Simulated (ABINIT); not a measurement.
# Si3Bi (Fm-3m): zone-centre phonons

Which modes does Si3Bi (Fm-3m) have at the zone centre?

Method: DFT PBE, scalar-relativistic, plane waves, SPMS norm-conserving pseudopotentials, in ABINIT 10.8.3.

The structure was built from a prototype and need not be the compound's stable phase.

**1. Set-up**

The structure is cubic, space group Fm-3m (No. 225). The conventional cell has a = 6.633 Å, b = 6.633 Å, c = 6.633 Å, α = 90.00°, β = 90.00°, γ = 90.00°. Bi has 14 Si at 2.87 to 3.32 Å nearest. Nearest to Si lie 8 Si at 2.87 Å and 6 Bi at 3.32 Å. Nearest to Si lie 4 Si at 2.87 Å and 4 Bi at 2.87 Å. Farther neighbours are not listed.

As a file:

```cif
data_structure
_symmetry_space_group_name_H-M 'Fm-3m'
_symmetry_Int_Tables_number 225
_cell_length_a 6.6331
_cell_length_b 6.6331
_cell_length_c 6.6331
_cell_angle_alpha 90.000
_cell_angle_beta 90.000
_cell_angle_gamma 90.000
_cell_volume 291.84
loop_
_atom_site_label
_atom_site_type_symbol
_atom_site_symmetry_multiplicity
_atom_site_Wyckoff_symbol
_atom_site_fract_x
_atom_site_fract_y
_atom_site_fract_z
_atom_site_occupancy
Bi1 Bi 4 a 0.00000 0.00000 0.00000 1
Si1 Si 4 b 0.00000 0.50000 0.00000 1
Si2 Si 8 c 0.75000 0.25000 0.75000 1
```

**2. A first look**

A first run with smearing and empty bands tells whether the crystal has a gap, which decides between fixed occupations and smearing later on.

The input, probe.abi:

```
# ground state
tolvrs 1.0d-08
prtden 1
prtwf 1

# basis, mesh and filling
ecut 30.0
ngkpt 6 6 6
nshiftk 1
shiftk 0.0 0.0 0.0
istwfk *1
occopt 7
tsmear 0.005
nband 21
nstep 100
diemac 9.0
prtebands 0
prtgsr 0
useylm 1

# cell and atoms
acell 3*1.0 Angstrom
rprim 
    -3.31653774 0.0 3.31653774
    0.0 3.31653774 3.31653774
    -3.31653774 3.31653774 0.0
ntypat 2
znucl 83 14
natom 4
typat 1 2 2 2
xred 
    0.0 0.0 0.0
    0.5 0.5 0.5
    0.75 0.75 0.75
    0.25 0.25 0.25
pp_dirpath "./pseudo"
pseudos "Bi.psp8, Si.psp8"
```

On the command line:

```
> OMP_NUM_THREADS=1 mpirun -n 4 abinit probe.abi > probe.log
```

Numbers of over 12 decimals in the logs are rounded to 6 here.

probe.abo, the main output file:

```text
[banners, grids, parts of the stress and lines that vanish by symmetry left out]
- input  file    -> probe.abi
- output file    -> probe.abo
- root for input  files -> probei
[...]
Symmetries : space group Fm -3 m (#225); Bravais cF (face-center cubic)
[...]
mpw =        3892          nfft =       91125          nkpt =          16
[...]
== DATASET  1 ==================================================================
[...]
cutoff_energies: {ecut:  30.0, pawecutdg:  -1.0, }
[...]
Exchange-correlation functional for the present dataset will be:
  GGA: Perdew-Burke-Ernzerhof functional - ixc=11
[...]
ETOT  1  -89.267915161761    -8.927E+01 3.769E-02 4.832E+01
 ETOT  2  -89.296454452798    -2.854E-02 9.935E-03 3.473E+00
 ETOT  3  -89.296847142481    -3.927E-04 2.352E-03 1.250E-02
 ETOT  4  -89.296848857553    -1.715E-06 1.203E-03 2.168E-04
 ETOT  5  -89.296848903992    -4.644E-08 9.056E-04 9.164E-06
 ETOT  6  -89.296848904870    -8.783E-10 2.519E-04 1.150E-06
 ETOT  7  -89.296848905037    -1.670E-10 4.804E-04 1.944E-09
 At SCF step    7       vres2   =  1.94E-09 < tolvrs=  1.00E-08 =>converged.
[...]
sigma(1 1)= -2.67687477E-04  sigma(3 2)=  0.00000000E+00
  sigma(2 2)= -2.67687477E-04  sigma(3 1)=  0.00000000E+00
  sigma(3 3)= -2.67687477E-04  sigma(2 1)=  0.00000000E+00
[...]
convergence: {deltae: -1.670E-10, res2:  1.944E-09, residm:  4.804E-04, diffor: null, }
etotal    :  -8.92968489E+01
[...]
sigma(1 1)= -2.67687477E-04  sigma(3 2)=  0.00000000E+00
  sigma(2 2)= -2.67687477E-04  sigma(3 1)=  0.00000000E+00
  sigma(3 3)= -2.67687477E-04  sigma(2 1)=  0.00000000E+00
[...]
- sigma(1 1)= -7.87563749E+00  sigma(3 2)=  0.00000000E+00
- sigma(2 2)= -7.87563749E+00  sigma(3 1)=  0.00000000E+00
- sigma(3 3)= -7.87563749E+00  sigma(2 1)=  0.00000000E+00
[...]
fcart     -3.3564899789E-31 -3.3564899789E-31 -3.3564899789E-31
           strten     -2.6768747723E-04 -2.6768747723E-04 -2.6768747723E-04
================================================================================

[key lines of the parts left out:]
pressure_GPa:   7.8756E+00
```

Wall time 9.5 s (4 MPI ranks of Arm Neoverse V2, shared host); 38 s of CPU time.

Numbers from this step:

```
volume per atom   : 18.24 Å³
pressure          : 7.876 GPa
gap on the k-mesh : 0 eV
```

No gap opens on this mesh, so smearing is kept; the printed pressure holds the stress of the finite basis too.

**3. Rough relaxation**

The typed start is rough, so a first relaxation with smearing and loose thresholds takes it towards rest cheaply.

The input, prerelax.abi:

```
# relaxation
ionmov 2
optcell 2
dilatmx 1.15
chkdilatmx 0
ntime 40
tolmxf 3.0d-04
tolvrs 1.0d-10
prtwf 0
prtden 0
chksymtnons 0

# basis, mesh and filling
ecut 31.0
ecutsm 3.0
ngkpt 4 4 4
nshiftk 1
shiftk 0.0 0.0 0.0
istwfk *1
occopt 7
tsmear 0.005
nband 21
nstep 100
diemac 1000000.0
prtebands 0
prtgsr 0
useylm 1

# cell and atoms
acell 3*1.0 Angstrom
rprim 
    -3.31653774 0.0 3.31653774
    0.0 3.31653774 3.31653774
    -3.31653774 3.31653774 0.0
ntypat 2
znucl 83 14
natom 4
typat 1 2 2 2
xred 
    0.0 0.0 0.0
    0.5 0.5 0.5
    0.75 0.75 0.75
    0.25 0.25 0.25
pp_dirpath "./pseudo"
pseudos "Bi.psp8, Si.psp8"
```

On the command line:

```
> OMP_NUM_THREADS=1 mpirun -n 4 abinit prerelax.abi > prerelax.log
```

prerelax.abo, the main output file:

```text
[banners, grids, parts of the stress and lines that vanish by symmetry left out]
- input  file    -> prerelax.abi
- output file    -> prerelax.abo
- root for input  files -> prerelaxi
[...]
Symmetries : space group Fm -3 m (#225); Bravais cF (face-center cubic)
[...]
mpw =        6218          nfft =      157464          nkpt =           8
[...]
== DATASET  1 ==================================================================
[...]
cutoff_energies: {ecut:  31.0, pawecutdg:  -1.0, }
[...]
Exchange-correlation functional for the present dataset will be:
  GGA: Perdew-Burke-Ernzerhof functional - ixc=11
[...]
ETOT  1  -89.267764682273    -8.927E+01 3.211E-02 8.115E+01
 ETOT  2  -89.299008986123    -3.124E-02 6.416E-04 2.012E+00
 ETOT  3  -89.299140604234    -1.316E-04 2.787E-04 5.237E-02
 ETOT  4  -89.299144146697    -3.542E-06 2.442E-04 9.374E-04
[...]
ETOT  7  -89.301103941357    -2.018E-12 9.838E-09 3.690E-11
 At SCF step    7       vres2   =  3.69E-11 < tolvrs=  1.00E-10 =>converged.
[...]
sigma(1 1)= -1.26470333E-06  sigma(3 2)=  0.00000000E+00
  sigma(2 2)= -1.26470333E-06  sigma(3 1)=  0.00000000E+00
  sigma(3 3)= -1.26470333E-06  sigma(2 1)=  0.00000000E+00
[...]
convergence: {deltae: -2.018E-12, res2:  3.690E-11, residm:  9.838E-09, diffor: null, }
etotal    :  -8.93011039E+01
[...]
At Broyd/MD step   4, gradients are converged :
[...]
sigma(1 1)= -1.26470333E-06  sigma(3 2)=  0.00000000E+00
  sigma(2 2)= -1.26470333E-06  sigma(3 1)=  0.00000000E+00
  sigma(3 3)= -1.26470333E-06  sigma(2 1)=  0.00000000E+00
[...]
- sigma(1 1)= -3.72088567E-02  sigma(3 2)=  0.00000000E+00
- sigma(2 2)= -3.72088567E-02  sigma(3 1)=  0.00000000E+00
- sigma(3 3)= -3.72088567E-02  sigma(2 1)=  0.00000000E+00
[...]
fcart     -0.0000000000E+00 -0.0000000000E+00 -0.0000000000E+00
           strten     -1.2647033348E-06 -1.2647033348E-06 -1.2647033348E-06
================================================================================

[key lines of the parts left out:]
pressure_GPa:   3.7209E-02
Total energy (etotal) [Ha]= -8.93011039413573E+01
```

The job ended after 32 s (4 MPI ranks; 2.1 min of CPU time).

Step by step:

| step | energy less that of the first step (eV) | largest force (eV/Å) | volume (Å³) |
| --- | --- | --- | --- |
| 1 | 0.0000 | 0.0000 | 72.96 |
| 2 | -0.0232 | 0.0000 | 73.94 |
| 3 | -0.0528 | 0.0000 | 76.72 |
| 4 | -0.0533 | 0.0000 | 77.11 |

| conventional cell, symmetrised | before | after | change |
| --- | --- | --- | --- |
| a (Å) | 6.633 | 6.756 | +1.9 % |
| b (Å) | 6.633 | 6.756 | +1.9 % |
| c (Å) | 6.633 | 6.756 | +1.9 % |
| volume (Å³/atom) | 18.24 | 19.28 | +5.7 % |

Final coordinates:

```cif
data_structure
_symmetry_space_group_name_H-M 'P 1'
_symmetry_Int_Tables_number 1
_cell_length_a 4.7776
_cell_length_b 4.7776
_cell_length_c 4.7776
_cell_angle_alpha 60.000
_cell_angle_beta 60.000
_cell_angle_gamma 60.000
_cell_volume 77.11
loop_
_atom_site_label
_atom_site_type_symbol
_atom_site_fract_x
_atom_site_fract_y
_atom_site_fract_z
_atom_site_occupancy
Bi1 Bi 0.00000 0.00000 0.00000 1
Si2 Si 0.50000 0.50000 0.50000 1
Si3 Si 0.75000 0.75000 0.75000 1
Si4 Si 0.25000 0.25000 0.25000 1
```

This step gave:

```yaml
volume_per_atom: 19.28 Å³
pressure: 0.03721 GPa
```

The volume changes by +5.7 % in this run and stands +5.7 % from the first cell.

**4. Relaxation**

The harmonic expansion needs vanishing forces, and a free crystal bears no stress, so cell and atoms are brought to rest. Stress is more sensitive to the basis than forces are: the last 3 Ha under the cutoff are smoothed with ecutsm, and the cutoff is raised above that of the later runs.

The input, relax.abi:

```
# relaxation
ionmov 2
optcell 2
dilatmx 1.08
ntime 40
tolmxf 1.0d-05
tolvrs 1.0d-14
prtwf 0
prtden 0
chksymtnons 0

# basis, mesh and filling
ecut 38.0
ecutsm 3.0
ngkpt 8 8 8
nshiftk 1
shiftk 0.0 0.0 0.0
istwfk *1
occopt 6
tsmear 0.01
nband 21
nstep 100
diemac 1000000.0
prtebands 0
prtgsr 0
useylm 1

# cell and atoms
acell 3*1.0 Angstrom
rprim 
    -3.378247945 0.0 3.378247945
    0.0 3.378247945 3.378247945
    -3.378247945 3.378247945 0.0
ntypat 2
znucl 83 14
natom 4
typat 1 2 2 2
xred 
    0.0 0.0 0.0
    0.5 0.5 0.5
    0.75 0.75 0.75
    0.25 0.25 0.25
pp_dirpath "./pseudo"
pseudos "Bi.psp8, Si.psp8"
```

On the command line:

```
> OMP_NUM_THREADS=1 mpirun -n 4 abinit relax.abi > relax.log
```

relax.abo, the main output file:

```text
[banners, grids, parts of the stress and lines that vanish by symmetry left out]
- input  file    -> relax.abi
- output file    -> relax.abo
- root for input  files -> relaxi
[...]
Symmetries : space group Fm -3 m (#225); Bravais cF (face-center cubic)
[...]
mpw =        7391          nfft =      216000          nkpt =          29
[...]
== DATASET  1 ==================================================================
[...]
cutoff_energies: {ecut:  38.0, pawecutdg:  -1.0, }
[...]
Exchange-correlation functional for the present dataset will be:
  GGA: Perdew-Burke-Ernzerhof functional - ixc=11
[...]
ETOT  1  -89.264596383981    -8.926E+01 3.511E-02 9.561E+01
 ETOT  2  -89.297361993177    -3.277E-02 3.179E-03 2.483E+00
 ETOT  3  -89.297482374434    -1.204E-04 2.316E-03 5.716E-02
 ETOT  4  -89.297485374299    -3.000E-06 7.743E-04 1.710E-03
 ETOT  5  -89.297485483057    -1.088E-07 3.740E-04 2.110E-05
[...]
At SCF step   10       vres2   =  2.49E-15 < tolvrs=  1.00E-14 =>converged.
[...]
sigma(1 1)= -8.90183851E-05  sigma(3 2)=  0.00000000E+00
  sigma(2 2)= -8.90183851E-05  sigma(3 1)=  0.00000000E+00
  sigma(3 3)= -8.90183851E-05  sigma(2 1)=  0.00000000E+00
[...]
convergence: {deltae: -2.544E-12, res2:  2.487E-15, residm:  7.180E-05, diffor: null, }
etotal    :  -8.92974855E+01
[...]
ETOT  1  -89.296297780333    -8.930E+01 4.363E-05 3.082E+01
[...]
At SCF step    9       vres2   =  8.25E-15 < tolvrs=  1.00E-14 =>converged.
[...]
sigma(1 1)= -6.76056013E-05  sigma(3 2)=  0.00000000E+00
  sigma(2 2)= -6.76056013E-05  sigma(3 1)=  0.00000000E+00
  sigma(3 3)= -6.76056013E-05  sigma(2 1)=  0.00000000E+00
[...]
convergence: {deltae: -4.945E-12, res2:  8.248E-15, residm:  2.407E-06, diffor: null, }
etotal    :  -8.92978125E+01
[...]
ETOT  1  -89.281917761262    -8.928E+01 1.339E-05 3.312E+02
[...]
At SCF step   10       vres2   =  1.70E-15 < tolvrs=  1.00E-14 =>converged.
[...]
sigma(1 1)= -2.75783283E-06  sigma(3 2)=  0.00000000E+00
  sigma(2 2)= -2.75783283E-06  sigma(3 1)=  0.00000000E+00
  sigma(3 3)= -2.75783283E-06  sigma(2 1)=  0.00000000E+00
[...]
convergence: {deltae: -6.921E-12, res2:  1.698E-15, residm:  3.473E-07, diffor: null, }
etotal    :  -8.92982882E+01
[...]
ETOT  1  -89.298256853819    -8.930E+01 6.141E-07 6.395E-01
[...]
ETOT  8  -89.298289019881    -1.720E-12 6.960E-08 5.552E-14
 ETOT  9  -89.298289019882    -1.279E-12 4.271E-08 1.520E-16
 At SCF step    9       vres2   =  1.52E-16 < tolvrs=  1.00E-14 =>converged.
[...]
sigma(1 1)= -9.60325441E-08  sigma(3 2)=  0.00000000E+00
  sigma(2 2)= -9.60325441E-08  sigma(3 1)=  0.00000000E+00
  sigma(3 3)= -9.60325441E-08  sigma(2 1)=  0.00000000E+00
[...]
convergence: {deltae: -1.279E-12, res2:  1.520E-16, residm:  4.271E-08, diffor: null, }
etotal    :  -8.92982890E+01
[...]
At Broyd/MD step   4, gradients are converged :
[...]
sigma(1 1)= -9.60325441E-08  sigma(3 2)=  0.00000000E+00
  sigma(2 2)= -9.60325441E-08  sigma(3 1)=  0.00000000E+00
  sigma(3 3)= -9.60325441E-08  sigma(2 1)=  0.00000000E+00
[...]
- sigma(1 1)= -2.82537499E-03  sigma(3 2)=  0.00000000E+00
- sigma(2 2)= -2.82537499E-03  sigma(3 1)=  0.00000000E+00
- sigma(3 3)= -2.82537499E-03  sigma(2 1)=  0.00000000E+00
[...]
fcart     -3.8166062686E-32 -3.8166062686E-32 -3.8166062686E-32
           strten     -9.6032544104E-08 -9.6032544100E-08 -9.6032544103E-08
================================================================================

[key lines of the parts left out:]
pressure_GPa:   2.8254E-03
Total energy (etotal) [Ha]= -8.92982890198825E+01
```

Run time: 2.8 min. Hardware: 4 MPI ranks; 11 min of CPU time.

Step by step:

| step | energy less that of the first step (eV) | largest force (eV/Å) | volume (Å³) |
| --- | --- | --- | --- |
| 1 | 0.0000 | 0.0000 | 77.11 |
| 2 | -0.0089 | 0.0000 | 77.73 |
| 3 | -0.0218 | 0.0000 | 79.77 |
| 4 | -0.0219 | 0.0000 | 79.86 |

| conventional cell, symmetrised | before | after | change |
| --- | --- | --- | --- |
| a (Å) | 6.756 | 6.836 | +1.2 % |
| b (Å) | 6.756 | 6.836 | +1.2 % |
| c (Å) | 6.756 | 6.836 | +1.2 % |
| volume (Å³/atom) | 19.28 | 19.97 | +3.6 % |

Final coordinates:

```xyz
4
Lattice="-3.4180 0.0000 3.4180 0.0000 3.4180 3.4180 -3.4180 3.4180 0.0000" Properties=species:S:1:pos:R:3 pbc="T T T"
Bi    0.0000    0.0000    0.0000
Si   -3.4180    3.4180    3.4180
Si   -5.1270    5.1270    5.1270
Si   -1.7090    1.7090    1.7090
```

This step gave:

* volume per atom: 19.97 Å³
* pressure: 0.002825 GPa

The volume changes by +3.6 % in this run and stands +9.5 % from the first cell.

**5. Ground state**

The response is built on these wavefunctions, so the potential is converged far more tightly than an energy would need. Smearing stays on, as the first look found no gap above 0.3 eV.

The input, gs.abi:

```
# ground state
tolvrs 1.0d-16
prtden 1
prtwf 1

# basis, mesh and filling
ecut 30.0
ngkpt 8 8 8
nshiftk 1
shiftk 0.0 0.0 0.0
istwfk *1
occopt 6
tsmear 0.01
nband 21
nstep 100
diemac 1000000.0
prtebands 0
prtgsr 0
useylm 1

# cell and atoms
acell 3*1.0 Angstrom
rprim 
    -3.418017083 0.0 3.418017083
    0.0 3.418017083 3.418017083
    -3.418017083 3.418017083 0.0
ntypat 2
znucl 83 14
natom 4
typat 1 2 2 2
xred 
    0.0 0.0 0.0
    0.5 0.5 0.5
    0.75 0.75 0.75
    0.25 0.25 0.25
pp_dirpath "./pseudo"
pseudos "Bi.psp8, Si.psp8"
```

On the command line:

```
> OMP_NUM_THREADS=1 mpirun -n 4 abinit gs.abi > gs.log
```

gs.abo, the main output file:

```text
[banners, grids, parts of the stress and lines that vanish by symmetry left out]
- input  file    -> gs.abi
- output file    -> gs.abo
- root for input  files -> gsi
[...]
Symmetries : space group Fm -3 m (#225); Bravais cF (face-center cubic)
[...]
mpw =        4279          nfft =      110592          nkpt =          29
[...]
== DATASET  1 ==================================================================
[...]
cutoff_energies: {ecut:  30.0, pawecutdg:  -1.0, }
[...]
Exchange-correlation functional for the present dataset will be:
  GGA: Perdew-Burke-Ernzerhof functional - ixc=11
[...]
ETOT  1  -89.270062712435    -8.927E+01 3.891E-02 4.653E+01
 ETOT  2  -89.298136276916    -2.807E-02 9.451E-03 1.371E+00
 ETOT  3  -89.298270392215    -1.341E-04 1.944E-03 2.373E-02
 ETOT  4  -89.298272893346    -2.501E-06 4.146E-04 7.011E-04
 ETOT  5  -89.298272984596    -9.125E-08 1.121E-03 1.274E-05
[...]
ETOT 10  -89.298272985801     2.117E-12 1.277E-05 9.217E-16
 ETOT 11  -89.298272985800     1.421E-12 2.239E-05 1.828E-17
 At SCF step   11       vres2   =  1.83E-17 < tolvrs=  1.00E-16 =>converged.
[...]
sigma(1 1)= -3.73973166E-08  sigma(3 2)=  0.00000000E+00
  sigma(2 2)= -3.73973166E-08  sigma(3 1)=  0.00000000E+00
  sigma(3 3)= -3.73973166E-08  sigma(2 1)=  0.00000000E+00
[...]
convergence: {deltae:  1.421E-12, res2:  1.828E-17, residm:  2.239E-05, diffor: null, }
etotal    :  -8.92982730E+01
[...]
sigma(1 1)= -3.73973166E-08  sigma(3 2)=  0.00000000E+00
  sigma(2 2)= -3.73973166E-08  sigma(3 1)=  0.00000000E+00
  sigma(3 3)= -3.73973166E-08  sigma(2 1)=  0.00000000E+00
[...]
- sigma(1 1)= -1.10026704E-03  sigma(3 2)=  0.00000000E+00
- sigma(2 2)= -1.10026704E-03  sigma(3 1)=  0.00000000E+00
- sigma(3 3)= -1.10026704E-03  sigma(2 1)=  0.00000000E+00
[...]
fcart     -8.1420933677E-32  8.1420933677E-32 -8.1420933677E-32
           strten     -3.7397316574E-08 -3.7397316579E-08 -3.7397316571E-08
================================================================================

[key lines of the parts left out:]
pressure_GPa:   1.1003E-03
```

Run time: 23 s. Hardware: 4 MPI ranks; 93 s of CPU time.

This step gave:

```yaml
pressure: 0.001100 GPa
```

The cell stands at 0.0011 GPa, close enough for phonons.

[end of part 1 of 3]

[Host names and launcher messages were left out of these logs when they were recorded.]

[Logs are printed without paths, hosts, clocks, repeated set-up lines and the standing remarks that a program may print on its own settings, such as how far it seeks lower states.]

[Hosts, paths, dates, database ids (printed as entryN), source tags and the programs' standing remarks are cut or masked in the printed files.]
